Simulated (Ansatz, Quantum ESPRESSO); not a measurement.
# BeSi (Pm-3m): phonons by linear response

How does BeSi (Pm-3m) vibrate, and is this structure a minimum?

Calculated with Quantum ESPRESSO 7.5; DFT LDA, scalar-relativistic, plane waves, JTH PAW pseudopotentials.

Most raw output is cut from this account.

The structure was built from a prototype and need not be the compound's stable phase.

### Step 1. Set-up

The structure is cubic, space group Pm-3m (No. 221). Conventional cell: a = 2.796 Å, b = 2.796 Å, c = 2.796 Å, α = 90.00°, β = 90.00°, γ = 90.00°. Nearest to Be lie 8 Si at 2.42 Å. Nearest to Si lie 8 Be at 2.42 Å. Farther neighbours are not listed.

### Step 2. A probe with smearing

Before anything dear is run, a loose run with smearing shows whether this is a metal and how far the cell is from rest.

The input, probe.in:

```
 &control
    calculation='scf',
    prefix='x',
    outdir='./tmp',
    pseudo_dir='./pseudo',
    tprnfor=.true.,
    tstress=.true.,
    verbosity='high',
 /
 &system
    ibrav=1,
    celldm(1)=5.28302518,
    nat=2,
    ntyp=2,
    ecutwfc=50.0,
    ecutrho=250.0,
    occupations='smearing',
    smearing='gaussian',
    degauss=0.01,
 /
 &electrons
    conv_thr=1.0d-07,
    mixing_beta=0.7,
    electron_maxstep=100,
 /
ATOMIC_SPECIES
 Be      9.0122  Be.upf
 Si     28.0850  Si.upf
ATOMIC_POSITIONS crystal
 Be     0.000000000   0.000000000   0.000000000
 Si     0.500000000   0.500000000   0.500000000
K_POINTS automatic
 6 6 6 0 0 0
```

Run with:

```bash
$ OMP_NUM_THREADS=1 mpirun -n 4 pw.x -nk 4 -in probe.in > probe.out
```

Run time: 2.7 s. Hardware: 4 MPI ranks of Intel Xeon Platinum 8175M at 2.50GHz (Skylake/Cascade Lake), shared host; 10 s of CPU time.

This step gave:

```
volume per atom   : 10.92 Å³
pressure          : -0.659 GPa
gap on the k-mesh : 0 eV
```

No gap opens on this mesh, so smearing is kept; the start stands at -0.66 GPa.

### Step 3. Relaxing the cell and atoms

The relaxation runs at a cutoff a fifth above that of the response, since stress converges more slowly with the basis than frequencies do. Forces and stress are brought to rest with tight thresholds.

The input, relax.in:

```
 &control
    calculation='vc-relax',
    prefix='x',
    outdir='./tmp',
    pseudo_dir='./pseudo',
    tprnfor=.true.,
    tstress=.true.,
    forc_conv_thr=2.0d-05,
    etot_conv_thr=1.0d-07,
    nstep=40,
 /
 &system
    ibrav=1,
    celldm(1)=5.28302518,
    nat=2,
    ntyp=2,
    ecutwfc=60,
    ecutrho=300.0,
    occupations='smearing',
    smearing='gaussian',
    degauss=0.02,
 /
 &electrons
    conv_thr=1.0d-11,
    mixing_beta=0.7,
    electron_maxstep=100,
 /
 &ions
 /
 &cell
    press_conv_thr=0.2,
 /
ATOMIC_SPECIES
 Be      9.0122  Be.upf
 Si     28.0850  Si.upf
ATOMIC_POSITIONS crystal
 Be     0.000000000   0.000000000   0.000000000
 Si     0.500000000   0.500000000   0.500000000
K_POINTS automatic
 12 12 12 0 0 0
```

Run with:

```bash
$ OMP_NUM_THREADS=1 mpirun -n 4 pw.x -nk 4 -in relax.in > relax.out
```

Elapsed: 20 s, on 4 MPI ranks.

Little changed from the start: no atom moved by 0.005 Å and no cell edge by 0.1 %.

The last row of the table of steps is pw.x's closing run on a basis chosen anew for the final cell, so its energy can jump.

This step gave:

* volume per atom: 10.94 Å³
* pressure: 0.001 GPa

### Step 4. Self-consistent run for the response

Perturbation theory inherits every error of the wavefunctions, so the threshold is set near the limit of the arithmetic. Smearing stays on, as the first look found no gap above 0.3 eV.

The input, scf.in:

```
 &control
    calculation='scf',
    prefix='x',
    outdir='./tmp',
    pseudo_dir='./pseudo',
    tprnfor=.true.,
    tstress=.true.,
 /
 &system
    ibrav=1,
    celldm(1)=5.28585066,
    nat=2,
    ntyp=2,
    ecutwfc=50.0,
    ecutrho=250.0,
    occupations='smearing',
    smearing='gaussian',
    degauss=0.02,
 /
 &electrons
    conv_thr=1.0d-12,
    mixing_beta=0.7,
    electron_maxstep=100,
 /
ATOMIC_SPECIES
 Be      9.0122  Be.upf
 Si     28.0850  Si.upf
ATOMIC_POSITIONS crystal
 Be     0.000000000   0.000000000   0.000000000
 Si     0.500000000   0.500000000   0.500000000
K_POINTS automatic
 12 12 12 0 0 0
```

Run with:

```bash
$ OMP_NUM_THREADS=1 mpirun -n 4 pw.x -nk 4 -in scf.in > scf.out
```

It took 5 s on 4 MPI ranks.

This step gave:

```yaml
pressure: -0.05700 GPa
```

The cell stands at -0.057 GPa, close enough for phonons.

### Step 5. Linear response on the mesh

Linear response treats each wavevector in the unit cell, with no supercell; the 4×4×4 mesh fixes the range of the force constants to be had.

The input, ph.in:

```
phonons
 &inputph
    prefix='x',
    outdir='./tmp',
    fildyn='x.dyn',
    tr2_ph=1.0d-18,
    alpha_mix(1)=0.4,
    nmix_ph=8,
    ldisp=.true.,
    nq1=4,
    nq2=4,
    nq3=4,
 /
```

Run with:

```bash
$ OMP_NUM_THREADS=1 mpirun -n 4 ph.x -nk 4 -in ph.in > ph.out
```

The job ended after 25 min (4 MPI ranks; 1.6 h of CPU time).

This step gave:

| Item | Value |
| --- | --- |
| largest acoustic frequency at the zone centre before the sum rule | -6.13 cm⁻¹ |
| highest optical zone-centre mode (no LO-TO term) | 308.4 cm⁻¹ |
| lowest optical zone-centre mode | 308.4 cm⁻¹ |
| lowest mode on the q mesh (acoustic ones at the zone centre apart) | -207.6 cm⁻¹ |

Frequencies (cm⁻¹) at each irreducible wavevector; negative means imaginary. Frequencies by wavevector:

```
 q (fractions)  star  mode 1  mode 2  mode 3  mode 4  mode 5  mode 6
         0 0 0     1   -6.13   -6.13   -6.13   308.4   308.4   308.4
      0 0 0.25     6   71.54   71.54   105.4   330.7   330.7   341.7
      0 0 -0.5     3   181.7   181.7   262.6   304.1   317.3   317.3
   0 0.25 0.25    12  -186.2   110.1   228.1   302.6     314   346.1
   0 0.25 -0.5    12  -175.5  -112.5   173.8   292.9   354.3     356
   0 -0.5 -0.5     3  -207.6  -207.6   189.3   285.8   381.2   381.2
0.25 0.25 0.25     8  -110.9  -110.9     170   320.9   340.9   340.9
0.25 0.25 -0.5    12  -177.5  -90.35   161.6   278.9   343.7   352.2
0.25 -0.5 -0.5     6  -149.9  -149.9   159.8   256.2   334.5   334.5
-0.5 -0.5 -0.5     1   177.6   177.6   177.6   217.7   217.7   217.7
```

The acoustic modes at Γ come out as far as 6.1 cm⁻¹ from zero, where they should vanish, a small numerical error.

### Step 6. Fourier transform to real space

The dynamical matrices of the mesh are Fourier-transformed to force constants in real space.

The input, q2r.in:

```
 &input
    fildyn='x.dyn',
    zasr='simple',
    flfrc='x.fc',
 /
```

Run with:

```bash
$ q2r.x < q2r.in > q2r.out
```

It took 0.64 s on 1 thread.

### Step 7. Interpolated phonon bands

From the force constants any wavevector is cheap; points of the mesh come back as solved, but for the sum rule and, in polar crystals, the LO-TO term at Γ; the rest is interpolation.

The input, matdyn.in:

```
 &input
    asr='simple',
    flfrc='x.fc',
    flfrq='x.freq',
    flvec='x.modes',
    q_in_band_form=.true.,
    q_in_cryst_coord=.true.,
 /
8
  0.0000000   0.0000000   0.0000000  12  ! GAMMA
  0.0000000   0.5000000   0.0000000  12  ! X
  0.5000000   0.5000000   0.0000000  12  ! M
  0.0000000   0.0000000   0.0000000  12  ! GAMMA
  0.5000000   0.5000000   0.5000000  12  ! R
  0.0000000   0.5000000   0.0000000   1  ! X
  0.5000000   0.5000000   0.5000000  12  ! R
  0.5000000   0.5000000   0.0000000   1  ! M
```

Run with:

```bash
$ matdyn.x -in matdyn.in > matdyn.out
```

Elapsed: 0.62 s, on 1 thread.

This step gave:

* lowest frequency on the path: -226.6 cm⁻¹

Matdyn.x, sum rule simple. Phonon branches along the path, in cm⁻¹:

```
    point  branch 1  branch 2  branch 3  branch 4  branch 5  branch 6
        Γ         0         0         0       308       308       308
  halfway        72        72       106       331       331       342
        X       182       182       263       304       318       318
  halfway      -175      -112       174       293       354       356
        M      -208      -208       189       286       381       381
  halfway      -186       110       228       303       314       346
        Γ         0         0         0       308       308       308
  halfway      -111      -111       170       321       341       341
        R       178       178       178       218       218       218
  halfway      -177       -90       162       279       344       352
        X       182       182       263       304       318       318
jump to R       178       178       178       218       218       218
  halfway      -150      -150       160       256       335       335
        M      -208      -208       189       286       381       381
```

Lowest modes at the softest wavevector of the mesh; phase exp(i q.(R + tau)). The modes at q = (0.500, 0.500, 0.000) (shares of kinetic energy by element, %) (negative means imaginary):

```
mode  frequency (cm⁻¹)  Be %  Si %
   1            -207.6    42    58
   2            -207.6    42    58
   3             189.3     0   100
   4             285.8   100     0
   5             381.2    58    42
   6             381.2    58    42
```

Displacements in mode 2 (-207.6 cm⁻¹), the largest set to 1, in the home cell:
```
Be1 -1.00  0.00  0.00
Si2  0.00 -0.66  0.00
```

Displacements in mode 5 (381.2 cm⁻¹), the largest set to 1, in the home cell:
```
Be1  1.00  0.00  0.00
Si2  0.00 -0.48  0.00
```

Force constants by pair (phonopy on the run's constants); pairs near half the supercell's span include their periodic images. Pair force constants, by row:

```
atom  neighbour  distance (Å)  third of the trace (eV/Å²)  along the pair's line (eV/Å²)
 Be1     itself             0                       2.445                              –
 Be1         Si         2.422                     -0.4626                         -1.852
 Be1         Be         2.797                       0.113                         0.2131
 Be1         Be         3.956                     -0.0269                        -0.0807
 Be1         Si         4.639                      0.0458                         0.0816
 Be1         Be         4.845                      -0.029                        -0.1265
 Be1         Be         5.594                      0.0223                          0.048
 Be1         Si         6.096                      0.0013                         0.0406
 Be1         Be         6.255                      0.0069                         0.0117
 Si2     itself             0                       3.623                              –
 Si2         Be         2.422                     -0.4626                         -1.852
 Si2         Si         2.797                     -0.0104                        -0.3973
 Si2         Si         3.956                     -0.0634                        -0.2985
 Si2         Be         4.639                      0.0458                         0.0816
 Si2         Si         4.845                     -0.0559                        -0.1633
 Si2         Si         5.594                      -0.055                         -0.017
 Si2         Be         6.096                      0.0013                         0.0406
 Si2         Si         6.255                     -0.0091                        -0.0555
```

Mode patterns, pair constants, displacements and means over the zone were worked out by phonopy from the force constants of q2r.x.

The path dips to 227i cm⁻¹.

### Step 8. Sums over the zone

Sums over the zone need many more wavevectors than were solved, so the interpolation is sampled on a dense mesh.

The input, matdyn.in:

```
 &input
    asr='simple',
    flfrc='x.fc',
    dos=.true.,
    fldos='x.dos',
    nk1=16,
    nk2=16,
    nk3=16,
    deltaE=1.0,
 /
```

Run with:

```bash
$ matdyn.x -in matdyn.in > matdyn.out
```

It took 11 s on 1 thread.

Numbers from this step:

```
share of modes beyond 3i cm⁻¹ on the dense interpolated mesh : 0.2341
```

The phonon density of states has structure finer than the step of the table below, so its rows give means over 20 cm⁻¹, whole bins alone (the curve runs from -227 to 381 cm⁻¹). Peaks (cm⁻¹: height): total -174.6: 0.0134, 161.4: 0.0253, 309.4: 0.0394, 325.4: 0.0541, 353.4: 0.0470; Be 309.4: 0.0353, 325.4: 0.0414, 353.4: 0.0279; Si -174.6: 0.00788, 161.4: 0.0238, 217.4: 0.00902, 353.4: 0.0192.

Tetrahedra. The phonon density of states by wavenumber; means over each step; values in 1/cm⁻¹/cell:

```
wavenumber (cm⁻¹)    total       Be       Si
             -200  0.00902  0.00381  0.00521
             -180   0.0120  0.00495  0.00703
             -160   0.0106  0.00427  0.00630
             -140  0.00809  0.00318  0.00491
             -120  0.00675  0.00259  0.00416
             -100  0.00598  0.00227  0.00371
              -80  0.00453  0.00164  0.00289
              -60  0.00345  0.00121  0.00224
              -40  0.00295   9.8e-4  0.00197
              -20  0.00282   9.0e-4  0.00193
                0  0.00275   8.4e-4  0.00191
               20  0.00271   8.0e-4  0.00191
               40  0.00296   8.3e-4  0.00214
               60  0.00352   9.3e-4  0.00259
               80  0.00443  0.00109  0.00333
              100  0.00562  0.00128  0.00434
              120  0.00705  0.00144  0.00561
              140  0.00885  0.00149  0.00736
              160   0.0197  0.00147   0.0183
              180   0.0111   9.4e-4   0.0102
              200  0.00563   8.3e-4  0.00480
              220  0.00631   6.9e-4  0.00562
              240  0.00157  0.00116   4.1e-4
              260  0.00306  0.00273   3.2e-4
              280   0.0117   0.0109   7.7e-4
              300   0.0217   0.0194  0.00230
              320   0.0401   0.0319  0.00818
              340   0.0369   0.0235   0.0133
              360   0.0316   0.0185   0.0130
```

### Step 9. Zone-centre analysis

A rigid shift of the crystal must cost nothing, but grids and finite bases break this; the acoustic sum rule is imposed before the matrix is diagonalised again.

The input, dynmat.in:

```
 &input
    fildyn='x.dyn1',
    asr='simple',
    fileig='dynmat.eig',
 /
```

Run with:

```bash
$ dynmat.x -in dynmat.in > dynmat.out
```

Elapsed: 0.6 s, on 1 thread.

Numbers from this step:

```yaml
highest_optical_zone_centre_mode_no_lo_to_term: 308.5 cm⁻¹
lowest_optical_zone_centre_mode: 308.5 cm⁻¹
```

Unit eigenvectors of the mass-weighted matrix after the sum rule; no LO-TO term. Modes at Γ, with each element's share of the kinetic energy:

```
mode  frequency (cm⁻¹)  symmetry  Be %  Si %
   1               0.0  acoustic    24    76
   2               0.0  acoustic    24    76
   3               0.0  acoustic    24    76
   4             308.5       T1u    76    24
   5             308.5       T1u    76    24
   6             308.5       T1u    76    24
```

Displacements in mode 4 (308.5 cm⁻¹), the largest set to 1:
```
Be1  0.00  0.00  1.00
Si2  0.00  0.00 -0.32
```

The rule moves no optical mode by more than 0.2 cm⁻¹.

(Part 1 of 2 ends here.)

[Host names and launcher messages were left out of these logs when they were recorded.]

[Logs are printed without paths, hosts, clocks, repeated set-up lines and the standing remarks that a program may print on its own settings, such as how far it seeks lower states.]

[Hosts, paths, dates, database ids (printed as entryN), source tags and the programs' standing remarks are cut or masked in the printed files.]
